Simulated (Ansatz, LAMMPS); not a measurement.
# Glassy 29TiO2-71Al2O3 (mol %) (137 atoms): geometry optimisation, part 3 of 3

Aim: bring glassy 29TiO2-71Al2O3 (mol %) (137 atoms) to a nearby minimum of the energy and see what moves.

Ansatz 0.2.0; Kohn-Sham DFT, PBE, PAW (set soft_2), plane waves.

The cell: 9 Ti, 44 Al and 84 O. The quench rate of 1000 K/ps is many orders above laboratory rates. The network of bonds at the start is that of the classical potential that made the cell. Only the Γ point is sampled, in a cell whose shortest periodic width is 11 Å.

So far, density (g/cm³): step 5 (distances and neighbours after relaxation) 3.33.

**6. Single point at the relaxed geometry (continued)**

ELF in the ac plane at fractional y = 0.226, with atoms of Ti and Al and O within 0.2 Å of it. It is the smooth field of the valence electrons, not physical close to the nuclei.

Ten even steps from '0' (0.01) to '9' (0.84), each cell a mean:
```
25787411378630279998512689983000
37898630013210026764100123221100
14777520000222100110000000247862
01232111101466410011211003799994
11221136631245410146653002898895
25762147741012210157884000589983
36763025531001211124552122235641
22331001100026774111212588742000
11100000000148997212114987994000
11100001110159997311115986984001
21000023431158985211112699952354
62000013530024431037763245313788
72000001210011100279998510006899
20000111101476410289899610002565
01100123113799840135786224552110
13310011114799943655221158996200
02210012212688625416400279998400
10001368741233104765221159996201
64102699983100000222565225652257
98401689862000000015775210004898
89610355420000000001342134314984
98400010000100046652101489952699
63000000135520279998413887883268
11222100378740289579614996896001
```
Columns run along a (11.4 Å), rows up along c (11.4 Å). Atoms in or near the plane, at fractional coordinates: Ti at (0.56, 0.30), Al at (0.75, 0.77), Al at (0.94, 0.97), Al at (0.81, 0.45), Al at (0.26, 0.89), O at (0.78, 0.61), O at (0.79, 0.03), O at (0.98, 0.14), O at (0.54, 0.01).

Mean Löwdin charges: Al +1.32, O -0.78, Ti +1.42 e (they miss 0.70 % of the electrons, so they add up to more than the cell's charge). The largest share in the top eV of filled states is O p (96 % of the projected weight), and in the lowest eV of empty states Ti d (80 % of the projected weight).

Local excerpt of 16 atoms (numbers count through the whole input) about Al43, which has 6 bonded neighbours where the commonest count for Al is 4; x, y, z are measured from there.

| atom | x | y | z | distance (Å) | bonds | Löwdin charge (e) |
| --- | --- | --- | --- | --- | --- | --- |
| Al43 | 0.00 | 0.00 | 0.00 | 0.00 | 6 | 1.27 |
| O70 | 0.20 | 0.38 | -1.78 | 1.83 | 3 | -0.83 |
| O82 | 1.46 | 0.57 | 0.96 | 1.83 | 3 | -0.82 |
| O56 | -1.81 | -0.51 | -0.38 | 1.92 | 4 | -0.81 |
| O81 | 0.98 | -1.62 | -0.29 | 1.92 | 3 | -0.83 |
| O67 | -0.94 | 1.71 | 0.23 | 1.97 | 3 | -0.82 |
| O136 | -0.52 | -0.64 | 1.88 | 2.05 | 4 | -0.81 |
| Al12 | 1.59 | -1.40 | 1.38 | 2.53 | 6 | 1.30 |
| Al20 | -2.16 | -0.16 | 1.48 | 2.62 | 4 | 1.35 |
| Al35 | -1.50 | -0.38 | -2.22 | 2.71 | 6 | 1.26 |
| Al40 | 0.41 | 2.87 | 0.12 | 2.90 | 4 | 1.35 |
| Al34 | 1.40 | 1.53 | -2.35 | 3.13 | 4 | 1.37 |
| Al47 | -2.48 | 1.95 | -0.74 | 3.24 | 4 | 1.34 |
| Al51 | 1.53 | 1.64 | 2.36 | 3.26 | 4 | 1.36 |
| O73 | 1.85 | 2.56 | -0.92 | 3.29 | 3 | -0.84 |
| Al30 | 1.94 | -2.10 | -1.69 | 3.32 | 4 | 1.37 |

The column of bonds counts only the pairs O-Al within 2.43 Å, O-Ti within 2.64 Å; other neighbours, such as metal atoms beside each other in a compound, aren't counted, and periodic images can show an atom twice.

**7. Other settings**

Changed here: scf.lower_state_search = "standard" and scf.occupations.method = "fermi_dirac".

The input, input.yaml:

```yaml
crystal:
  lattice:
    - [11.39091, 0.0, 0.0]
    - [0.0, 11.39091, 0.0]
    - [0.0, 0.0, 11.39091]
  atoms:
    [... the 137 atom lines of step 3 ...]
kpoints:
  mp_grid: { grid: [1, 1, 1] }
hamiltonian:
  xc: pbe
scf:
  occupations: { method: fermi_dirac, width: 0.05 }
  lower_state_search: standard
output:
  forces: true
  stress: true
  populations: true
  dos:
    method: { smearing: { sigma: 0.1 } }
    de: 0.1
    projected: { site_lists: { Al: [Al], O: [O], Ti: [Ti] } }
  eigenvalues: true
```

Command:

```sh
> ansatz run input.yaml --threads 4 --pin off --max-ram 8192MiB --backend cpu --events-out ev --progress --plain --runs-dir out
```

Numbers of over 12 decimals in the logs are rounded to 6 here.

Log:

```text
[...]
Crystal: 137 atoms, lattice volume = 1478.003 Å³
Basis set: ecut = 420 eV, 28887 PW (Γ), exchange–correlation on 160×160×160 points (8 copies of the dense FFT grid, shifted against one another)
Bands: 509, of which v1, the nominal top of the filled ones, is band 372 counted from 1 (371 counted from 0)
Symmetry: 1 space group operations
[...]
k-points: 1
[...]
SCF iter   1: F=—  HF=-93983.050622 eV  |F-HF|=—  |Δ(HF+E_count)|=         —  Δρ=3.67e-3  dr2=2.01e-1  ethr=1.77e-3  ⟨swp⟩=6.0  Hψ=2215  notcnv=0  defer=35
[...]
SCF iter  10: F=—  HF=-93983.029577 eV  |F-HF|=—  |Δ(HF+E_count)|=   9.27e-7  Δρ=5.52e-6  dr2=5.36e-7  ethr=1.83e-10  ⟨swp⟩=2.0  Hψ=739  notcnv=0  defer=130
SCF iter  11: F=-93983.029577 eV  HF=-93983.029577 eV  |F-HF|=5.47e-9  |Δ(HF+E_count)|=   9.03e-8  Δρ=2.41e-6  dr2=9.63e-8  ethr=1.34e-11  ⟨swp⟩=11.0  Hψ=3011  notcnv=0
SCF 1 converged in 11 iterations: F = -93983.029577 eV  dr2 = 9.63e-8
[...]
SCF converged after 11 iterations
Free energy (F): -93983.029577 eV
[...]
Internal energy: -93983.029577 eV  (E = F + TS)
E sigma→0 (E₀):  -93983.029577 eV
Fermi energy:    7.367180 eV
[...]
Σ components = -93983.029577   (vs F -93983.029577, Δ=0.00e0)
--- Forces (eV/Å), atoms counted from 1 ---
  atom   1  Ti     0.43102171     1.12810143     0.96024203
  atom   2  Ti     1.56286482     0.67267198     0.32737046
  atom   3  Ti     1.63733521    -1.27041245    -2.96017399
  atom   4  Ti    -0.21383678     0.45710079    -0.60296671
[...]
atom 137  O      0.01546464    -1.03886395    -0.64696483
  max |Σ_I F_I| component: 1.10e-4 eV/Å
--- Stress (GPa, compression-positive) ---
        7.408354      -0.044876       1.397677
       -0.044881      12.669190       1.735169
        1.397683       1.735159      14.336056
  P = ⅓ Tr σ = 11.4712 GPa (114.712 kbar)
--- Band table (eV) ---
[...]
--- Löwdin populations: 137 sites ---
  site symbol       q [e]
     0     Ti     10.6370
     1     Ti     10.5467
     2     Ti     10.6129
[...]
136      O      6.7777
  spilling = 0.007064 (of n_electrons = 744.000000)
```

Wall time 33 s (4 threads of Arm Neoverse V2, shared host); peak memory 2.2 GiB; 2.1 min of CPU time.

Geometry and reference: those of the single point at the start.

Forces differ from those of the single point at the start by 0 meV/Å r.m.s., 0 % of their size. It took 0.97 times the reference's time (shared host, so rough). The change had no effect here: energy, forces and cycles are those of the reference.

**8. What came out**

```
energy change in the relaxation                  : -71.52 meV/atom
r.m.s. displacement                              : 0.212 Å
largest displacement                             : 0.535 Å
free energy per atom                             : -686.0790 eV/atom
pressure                                         : 4.581 GPa
r.m.s. force component                           : 0.00619 eV/Å
gap (highest filled to lowest empty level) : 3.008 eV
wall time of the 4 DFT runs                      : 4.3 min
```

Relaxation lowers the energy by 71.5 meV/atom and moves atoms by 0.21 Å r.m.s.; the r.m.s. force component goes from 0.99 to 0.0062 eV/Å, the pressure goes from 11 to 4.6 GPa, and the gap from 2.44 to 3.01 eV. By the final cutoffs 1 of 241 bonded pairs parted and 11 joined. From the first step to the last the energy fell by 9.798 eV, and the largest move was 0.54 Å (O98). The O-Ti bonds change most in mean length: from 1.898 Å (spread 0.165) to 1.941 Å (spread 0.184), and their number from 43 to 45. With the cutoffs above, 50 % of Al atoms have 4, 80 % of O atoms have 3 and 56 % of Ti atoms have 5 bonded neighbours. Counting bonds to Al alone, not to Ti, 26 % of the oxygens join two of these atoms and 17 % one; 48 % join three; 8 % join four; 1 % join none. The highest filled and lowest empty levels differ by 3.01 eV (at Γ alone); a semilocal functional tends to put such gaps too low. In a disordered cell it changes from sample to sample, and tail or defect levels can set it.

Caveats: The network of bonds at the start is that of the classical potential that made the cell; in DFT 1 of its 241 bonded pairs passed out of the cutoffs and 11 came within them. The stress is far from hydrostatic: its diagonal is 2.0, 5.7, 6.0 GPa, compression counted positive. The pressure of 4.6 GPa means that a free cell would grow at this level.

[Logs are printed without paths, hosts, clocks, repeated set-up lines and the standing remarks that a program may print on its own settings, such as how far it seeks lower states.]

[Hosts, paths, dates, database ids (printed as entryN), source tags and the programs' standing remarks are cut or masked in the printed files.]
